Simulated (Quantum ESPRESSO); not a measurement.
# Magnetic state of La2Fe2S2O3 from several starts, part 2 of 2

Wanted: the moments of La2Fe2S2O3 and the energy of each order that was tried.

Quantum ESPRESSO 7.5; LDA with U = 4.5 eV on Fe d (ortho-atomic projectors); plane waves with GBRV 1.5 LDA potentials, no spin-orbit coupling.

So far, absolute magnetization (μB): step 2 (run 1, typed as ferro ++) 8.03.

## 3. Run 2 (antiferro +−)

Contents of pw.in:

```
&CONTROL
  calculation = 'scf'
  prefix = 'pwscf'
  outdir = './tmp'
  pseudo_dir = './pseudo'
  disk_io = 'nowf'
/
&SYSTEM
  ibrav = 0
  celldm(1) = 8
  nat = 9
  ntyp = 5
  ecutwfc = 40
  ecutrho = 280
  nbnd = 55
  occupations = 'smearing'
  smearing = 'fd'
  degauss = 0.00367493
  nspin = 2
  starting_magnetization(1) = 0
  starting_magnetization(2) = 0.25
  starting_magnetization(3) = -0.25
  starting_magnetization(4) = 0
  starting_magnetization(5) = 0
/
&ELECTRONS
  conv_thr = 1.8d-08
  electron_maxstep = 150
  mixing_beta = 0.3
/
ATOMIC_SPECIES
La    138.9055 la_lda_v1.uspp.F.UPF
Fe1    55.8450 fe_lda_v1.5.uspp.F.UPF
Fe2    55.8450 fe_lda_v1.5.uspp.F.UPF
S      32.0600 s_lda_v1.4.uspp.F.UPF
O      15.9990 o_lda_v1.2.uspp.F.UPF
CELL_PARAMETERS alat
  -0.4780716549912    0.4780716549912    2.1477261805371
   0.4780716549912   -0.4780716549912    2.1477261805371
   0.4780716549912    0.4780716549912   -2.1477261805371
ATOMIC_POSITIONS crystal
La      0.1818010000    0.1818010000    0.0000000000
La      0.8181990000    0.8181990000    0.0000000000
Fe1     0.5000000000    0.0000000000    0.5000000000
Fe2     0.0000000000    0.5000000000    0.5000000000
S       0.4049150000    0.4049150000    0.0000000000
S       0.5950850000    0.5950850000    0.0000000000
O       0.7500000000    0.2500000000    0.5000000000
O       0.2500000000    0.7500000000    0.5000000000
O       0.0000000000    0.0000000000    0.0000000000
K_POINTS automatic
8 8 8 0 0 0
HUBBARD {ortho-atomic}
U Fe1-3d 4.5000
U Fe2-3d 4.5000
```

On the command line:

```
OMP_NUM_THREADS=1 mpirun -n 8 pw.x -nk 8 -in pw.in > pw.out
```

What it wrote:

```text
[banner, memory and clock lines left out]
Program PWSCF v.7.5 starts

     Message from routine setup:
     using ibrav=0 with symmetry is DISCOURAGED, use correct ibrav instead

     bravais-lattice index     =            0
     lattice parameter (alat)  =       8.0000  a.u.
     unit-cell volume          =    1005.2981 (a.u.)^3
     number of atoms/cell      =            9
     number of atomic types    =            5
     number of electrons       =        84.00
     number of Kohn-Sham states=           55
     kinetic-energy cutoff     =      40.0000  Ry
     charge density cutoff     =     280.0000  Ry
     scf convergence threshold =      1.8E-08
     mixing beta               =       0.3000
     number of iterations used =            8  plain     mixing
     Exchange-correlation= SLA  PZ   NOGX NOGC
                           (   1   1   0   0   0   0   0)
     Hubbard projectors: ortho-atomic
     Hubbard parameters of DFT+U (Dudarev formulation) in eV:
     U(Fe1-3d) =  4.5000
     U(Fe2-3d) =  4.5000

     Internal variables: lda_plus_u =T, lda_plus_u_kind = 0

     Internal variables: orbital_resolved =F, hub_pot_fix =F, apply_U = F

     celldm(1)=   8.000000  celldm(2)=   0.000000  celldm(3)=   0.000000
     celldm(4)=   0.000000  celldm(5)=   0.000000  celldm(6)=   0.000000

     crystal axes: (cart. coord. in units of alat)
               a(1) = (  -0.478072   0.478072   2.147726 )
               a(2) = (   0.478072  -0.478072   2.147726 )
               a(3) = (   0.478072   0.478072  -2.147726 )

     reciprocal axes: (cart. coord. in units 2 pi/alat)
               b(1) = ( -0.000000  1.045868  0.232804 )
               b(2) = (  1.045868 -0.000000  0.232804 )
               b(3) = (  1.045868  1.045868  0.000000 )

     PseudoPot. # 1 for La read from file:
     la_lda_v1.uspp.F.UPF
     Pseudo is Ultrasoft + core correction, Zval = 11.0

     PseudoPot. # 2 for Fe read from file:
     fe_lda_v1.5.uspp.F.UPF
     Pseudo is Ultrasoft + core correction, Zval = 16.0

     PseudoPot. # 3 for Fe read from file:
     fe_lda_v1.5.uspp.F.UPF
     Pseudo is Ultrasoft + core correction, Zval = 16.0

     PseudoPot. # 4 for S  read from file:
     s_lda_v1.4.uspp.F.UPF
     Pseudo is Ultrasoft + core correction, Zval =  6.0

     PseudoPot. # 5 for O  read from file:
     o_lda_v1.2.uspp.F.UPF
     Pseudo is Ultrasoft + core correction, Zval =  6.0

     atomic species   valence    mass     pseudopotential
     La               11.00   138.90550     La( 1.00)
     Fe1              16.00    55.84500     Fe( 1.00)
     Fe2              16.00    55.84500     Fe( 1.00)
     S                 6.00    32.06000     S ( 1.00)
     O                 6.00    15.99900     O ( 1.00)

     Starting magnetic structure
     atomic species   magnetization
     La              0.000
     Fe1             0.250
     Fe2            -0.250
     S               0.000
     O               0.000

      8 Sym. Ops., with inversion, found

   Cartesian axes

     site n.     atom                  positions (alat units)
         1        La     tau(   1) = (  -0.0000000  -0.0000000   0.7809175  )
         2        La     tau(   2) = (   0.0000000   0.0000000   3.5145348  )
         3        Fe1    tau(   3) = (   0.0000000   0.4780717   0.0000000  )
         4        Fe2    tau(   4) = (   0.4780717   0.0000000   0.0000000  )
         5        S      tau(   5) = (   0.0000000   0.0000000   1.7392931  )
         6        S      tau(   6) = (   0.0000000   0.0000000   2.5561593  )
         7        O      tau(   7) = (   0.0000000   0.4780717   1.0738631  )
         8        O      tau(   8) = (   0.4780717   0.0000000   1.0738631  )
         9        O      tau(   9) = (   0.0000000   0.0000000   0.0000000  )

     number of k points=    95  Fermi-Dirac smearing, width (Ry)=  0.0037
                       cart. coord. in units 2pi/alat
        k(    1) = (   0.0000000   0.0000000   0.0000000), wk =   0.0019531
        k(    2) = (   0.1307335   0.1307335   0.0000000), wk =   0.0078125
        k(    3) = (   0.2614671   0.2614671   0.0000000), wk =   0.0078125
        k(    4) = (   0.3922006   0.3922006   0.0000000), wk =   0.0078125
        k(    5) = (  -0.5229342  -0.5229342   0.0000000), wk =   0.0039062
        [... 90 further k-points ...]

     Dense  grid:    79499 G-vectors     FFT dimensions: (  96,  96,  96)

     Smooth grid:    34457 G-vectors     FFT dimensions: (  75,  75,  75)

     Check: negative core charge=   -0.000017
     Generating pointlists ...
     new r_m :   0.2313 (alat units)  1.8503 (a.u.) for type    1
     new r_m :   0.1972 (alat units)  1.5776 (a.u.) for type    2
     new r_m :   0.1972 (alat units)  1.5776 (a.u.) for type    3
     new r_m :   0.2594 (alat units)  2.0750 (a.u.) for type    4
     new r_m :   0.1972 (alat units)  1.5776 (a.u.) for type    5

     Initial potential from superposition of free atoms

     starting charge      81.9426, renormalised to      84.0000

     negative rho (up, down):  8.527E-02 8.527E-02

     STARTING HUBBARD OCCUPATIONS:

     =================== HUBBARD OCCUPATIONS ===================
     ------------------------ ATOM    3 ------------------------
     Tr[ns(  3)] (up, down, total) =   5.00000  0.00000  5.00000
     Atomic magnetic moment for atom   3 =   5.00000
     [... lines left out ...]
     ------------------------ ATOM    4 ------------------------
     Tr[ns(  4)] (up, down, total) =   0.00000  5.00000  5.00000
     Atomic magnetic moment for atom   4 =  -5.00000
     [... lines left out ...]
     Number of occupied Hubbard levels =   10.0000

     Atomic wfc used for Hubbard projectors are orthogonalized

     Starting wfcs are   86 randomized atomic wfcs

     Self-consistent Calculation

     iteration #  1     ecut=    40.00 Ry     beta= 0.30
     Davidson diagonalization with overlap
     ethr =  1.00E-02,  avg # of iterations =  4.3

     =================== HUBBARD OCCUPATIONS ===================
     ------------------------ ATOM    3 ------------------------
     Tr[ns(  3)] (up, down, total) =   4.95873  3.87048  8.82921
     Atomic magnetic moment for atom   3 =   1.08825
     [... lines left out ...]
     ------------------------ ATOM    4 ------------------------
     Tr[ns(  4)] (up, down, total) =   3.87032  4.95874  8.82905
     Atomic magnetic moment for atom   4 =  -1.08842
     [... lines left out ...]
     Number of occupied Hubbard levels =   17.6583

     negative rho (up, down):  8.287E-02 8.287E-02

     total energy              =    -834.67539395 Ry
     estimated scf accuracy    <      36.88787513 Ry

     total magnetization       =    -0.00 Bohr mag/cell
     absolute magnetization    =     2.85 Bohr mag/cell

     iteration #  2     ecut=    40.00 Ry     beta= 0.30
     Davidson diagonalization with overlap
     ethr =  1.00E-02,  avg # of iterations =  8.2

     negative rho (up, down):  1.826E-03 1.833E-03

     total energy              =    -825.39547851 Ry
     estimated scf accuracy    <     556.13209624 Ry

     total magnetization       =     0.01 Bohr mag/cell
     absolute magnetization    =     0.17 Bohr mag/cell

     [... further iterations left out ...]

     iteration # 22     ecut=    40.00 Ry     beta= 0.30
     Davidson diagonalization with overlap
     ethr =  1.01E-10,  avg # of iterations =  4.2

     negative rho (up, down):  6.149E-02 6.149E-02

     total energy              =    -850.73670989 Ry
     estimated scf accuracy    <       0.00000003 Ry

     total magnetization       =    -0.00 Bohr mag/cell
     absolute magnetization    =     7.49 Bohr mag/cell

     iteration # 23     ecut=    40.00 Ry     beta= 0.30
     Davidson diagonalization with overlap
     ethr =  3.74E-11,  avg # of iterations =  1.6

     negative rho (up, down):  6.150E-02 6.150E-02

     Magnetic moment per site  (integrated on atomic sphere of radius R)
     atom   1 (R=0.231)  charge=  6.1905  magn=  0.0000
     atom   2 (R=0.231)  charge=  6.1905  magn=  0.0000
     atom   3 (R=0.197)  charge= 13.2432  magn=  3.2973
     atom   4 (R=0.197)  charge= 13.2432  magn= -3.2973
     atom   5 (R=0.259)  charge=  4.7523  magn=  0.0000
     atom   6 (R=0.259)  charge=  4.7523  magn=  0.0000
     atom   7 (R=0.197)  charge=  5.5294  magn= -0.0000
     atom   8 (R=0.197)  charge=  5.5294  magn= -0.0000
     atom   9 (R=0.197)  charge=  5.5475  magn=  0.0000

     End of self-consistent calculation

     =================== HUBBARD OCCUPATIONS ===================
     ------------------------ ATOM    3 ------------------------
     Tr[ns(  3)] (up, down, total) =   4.90826  1.26916  6.17742
     Atomic magnetic moment for atom   3 =   3.63910
     [... lines left out ...]
     ------------------------ ATOM    4 ------------------------
     Tr[ns(  4)] (up, down, total) =   1.26914  4.90826  6.17740
     Atomic magnetic moment for atom   4 =  -3.63911
     [... lines left out ...]
     Number of occupied Hubbard levels =   12.3548

     Number of k-points >= 100: set verbosity='high' to print the bands.

     the Fermi energy is    11.0761 ev

!    total energy              =    -850.73670988 Ry
     estimated scf accuracy    <       0.00000002 Ry
     smearing contrib. (-TS)   =      -0.00000000 Ry
     internal energy E=F+TS    =    -850.73670988 Ry

     The total energy is F=E-TS. E is the sum of the following terms:
     one-electron contribution =    -501.01573936 Ry
     hartree contribution      =     293.24929799 Ry
     xc contribution           =    -194.27930439 Ry
     ewald contribution        =    -448.83785978 Ry
     Hubbard energy            =       0.14689566 Ry

     total magnetization       =    -0.00 Bohr mag/cell
     absolute magnetization    =     7.49 Bohr mag/cell

     convergence has been achieved in  23 iterations
```

The job ended after 20 min (8 MPI ranks of AMD EPYC 7B13 (Zen 3), shared host; peak memory 3.2 GiB).

Spin moment in the atom's sphere by atom:

```csv
atom,spin moment in the atom's sphere (μB)
La1,0.00
La2,0.00
Fe3,3.30
Fe4,-3.30
S5,0.00
S6,0.00
O7,0.00
O8,0.00
O9,0.00
```

Numbers from this step:

```
smearing term TS       : 1.17e-11 eV
magnetization          : 0 μB
absolute magnetization : 7.488 μB
final state            : antiferromagnetic
```

Spin density in the ac plane of the conventional cell at fractional y = 0.000, with atoms of La and Fe and S and O within 0.2 Å of it.

Values in e/Å³, 24 rows by 14 columns, each cell a mean:
```
 0.0  0.0  0.0  0.0 -0.2 -0.8 -2.0 -2.0 -1.5 -0.5 -0.1  0.0  0.0  0.0
 0.0  0.0  0.0  0.0  0.0  0.0  0.0  0.0  0.0  0.0  0.0  0.0  0.0  0.0
 0.0  0.0  0.0  0.0  0.0  0.0  0.0  0.0  0.0  0.0  0.0  0.0  0.0  0.0
 0.0  0.0  0.0  0.0  0.0  0.0  0.0  0.0  0.0  0.0  0.0  0.0  0.0  0.0
 0.0  0.0  0.0  0.0  0.0  0.0  0.0  0.0  0.0  0.0  0.0  0.0  0.0  0.0
 0.0  0.0  0.0  0.0  0.0  0.0  0.0  0.0  0.0  0.0  0.0  0.0  0.0  0.0
 0.0  0.0  0.0  0.0  0.0  0.0  0.0  0.0  0.0  0.0  0.0  0.0  0.0  0.0
 0.0  0.0  0.0  0.0  0.0  0.0  0.0  0.0  0.0  0.0  0.0  0.0  0.0  0.0
 0.0  0.0  0.0  0.0  0.0  0.0  0.0  0.0  0.0  0.0  0.0  0.0  0.0  0.0
 0.0  0.0  0.0  0.0  0.0  0.0  0.0  0.0  0.0  0.0  0.0  0.0  0.0  0.0
 0.0  0.0  0.0  0.0  0.0  0.1  0.1  0.0  0.1  0.0  0.0  0.0  0.0  0.0
 0.0  0.0  0.0  0.0  0.1  0.8  2.9  3.6  1.9  0.4  0.1  0.0  0.0  0.0
 0.0  0.0  0.0  0.0  0.1  0.7  1.9  2.0  1.4  0.4  0.1  0.0  0.0  0.0
 0.0  0.0  0.0  0.0  0.0  0.0  0.0  0.0  0.0  0.0  0.0  0.0  0.0  0.0
 0.0  0.0  0.0  0.0  0.0  0.0  0.0  0.0  0.0  0.0  0.0  0.0  0.0  0.0
 0.0  0.0  0.0  0.0  0.0  0.0  0.0  0.0  0.0  0.0  0.0  0.0  0.0  0.0
 0.0  0.0  0.0  0.0  0.0  0.0  0.0  0.0  0.0  0.0  0.0  0.0  0.0  0.0
 0.0  0.0  0.0  0.0  0.0  0.0  0.0  0.0  0.0  0.0  0.0  0.0  0.0  0.0
 0.0  0.0  0.0  0.0  0.0  0.0  0.0  0.0  0.0  0.0  0.0  0.0  0.0  0.0
 0.0  0.0  0.0  0.0  0.0  0.0  0.0  0.0  0.0  0.0  0.0  0.0  0.0  0.0
 0.0  0.0  0.0  0.0  0.0  0.0  0.0  0.0  0.0  0.0  0.0  0.0  0.0  0.0
 0.0  0.0  0.0  0.0  0.0  0.0  0.0  0.0  0.0  0.0  0.0  0.0  0.0  0.0
 0.0  0.0  0.0  0.0  0.0  0.0  0.0  0.0  0.0  0.0  0.0  0.0  0.0  0.0
 0.0  0.0  0.0  0.0 -0.3 -1.3 -3.6 -3.9 -2.7 -0.7 -0.1  0.0  0.0  0.0
```
Columns run along a (4.0 Å), rows up along c (18.2 Å), edges of the conventional cell, whose origin can differ from the input's. Atoms in or near the plane, at fractional coordinates: La at (0.00, 0.18), La at (0.00, 0.82), Fe at (0.50, 0.50), Fe at (0.50, 0.00), S at (0.00, 0.40), S at (0.00, 0.60), O at (0.50, 0.75), O at (0.50, 0.25), O at (0.00, 0.00).

Valence density in the ac plane of the conventional cell at fractional y = 0.000, with atoms of La and Fe and S and O within 0.2 Å of it. It is the smooth field of the valence electrons, not physical close to the nuclei.

Ten steps, logarithmic in the rise over the least value, from '_' (0 e/Å³) to '@' (16 e/Å³), each cell a mean:
```
##**==--==**%%@@%%++--==++**
----------------------------
----------------------------
++++++==--------------==++++
::==++==------==----==++++==
++========++####**++========
--------==++**##**==--------
----------------------------
======------------------====
========--------------======
========----====------======
--------==##@@@@@@**==------
--------==**%%@@%%++--------
========--------------======
========--------------======
====----------------------==
--------------==------------
--------==++####**++--------
++++======++**##**======++++
__==++==------------==++++--
++++====--------------==++++
----------------------------
------------====------------
##**++====##@@@@@@**====++##
```
Columns run along a (4.0 Å), rows up along c (18.2 Å), edges of the conventional cell, whose origin can differ from the input's. Atoms in or near the plane, at fractional coordinates: La at (0.00, 0.18), La at (0.00, 0.82), Fe at (0.50, 0.50), Fe at (0.50, 0.00), S at (0.00, 0.40), S at (0.00, 0.60), O at (0.50, 0.75), O at (0.50, 0.25), O at (0.00, 0.00).

## 4. Ranking

An order is kept where moments of 0.15 μB or more survive with the typed signs; meshes match where a doubled cell samples the same k points as the first cell.

Orders:

```csv
start,final state,typed order kept,energy over the lowest (meV a seeded atom),largest site moment (μB),net moment (μB a cell of the first run),mesh matched,CPU time (s)
ferro ++,ferromagnetic,yes,54.92,3.33,8,yes,5256
antiferro +-,antiferromagnetic,yes,0,3.297,0,yes,9679
```

## 5. Occupations of the corrected shells in the lowest state

Occupations of the Hubbard shells:

```csv
block,type,shell,spin,electrons,occupation numbers
3,Fe1,3d,up,4.908,0.974 0.977 0.980 0.986 0.991
3,Fe1,3d,down,1.269,0.041 0.046 0.102 0.142 0.938
4,Fe2,3d,up,1.269,0.041 0.046 0.102 0.142 0.938
4,Fe2,3d,down,4.908,0.974 0.977 0.980 0.986 0.991
```

## 6. Results

```yaml
lowest_state_found: antiferromagnetic (from antiferro +-)
largest_site_moment: 3.30 μB
next_state_with_moments: ferromagnetic, 54.9 meV a seeded atom higher
```

This is the lowest of 2 collinear or spinless starts, no proof of the ground state. A computed site moment is spin alone and hangs on the region that is counted: the program's spheres do not touch and miss the tail of the moment. Measured moments hold any orbital part as well, and belong to the order of the sample, which need not be the order of this run.

Computed beside measured:

| quantity | measured | in the sphere | projected shell |
| --- | --- | --- | --- |
| moment (Fe) (μB) | 2.32 | 3.30 (+42.1 %) | 3.64 (+56.9 %) |

Measured values from arxiv:1801.00342 (2018).

**Verdict.** For the moment, of the levels listed nearest comes in the sphere (+42.1 %) and farthest projected shell (+56.9 %). No cell relaxation is part of this session.

[Logs and program files are shortened in this print: banners, set-up blocks, solver, clock and traceback lines can be left out without a mark of their own.]

[Logs are printed without paths, hosts, clocks, repeated set-up lines and the standing remarks that a program may print on its own settings, such as how far it seeks lower states.]

[Hosts, paths, dates, database ids (printed as entryN), source tags and the programs' standing remarks are cut or masked in the printed files.]

[Where a cell is said to come from a database of computed structures, the database is the Materials Project.]
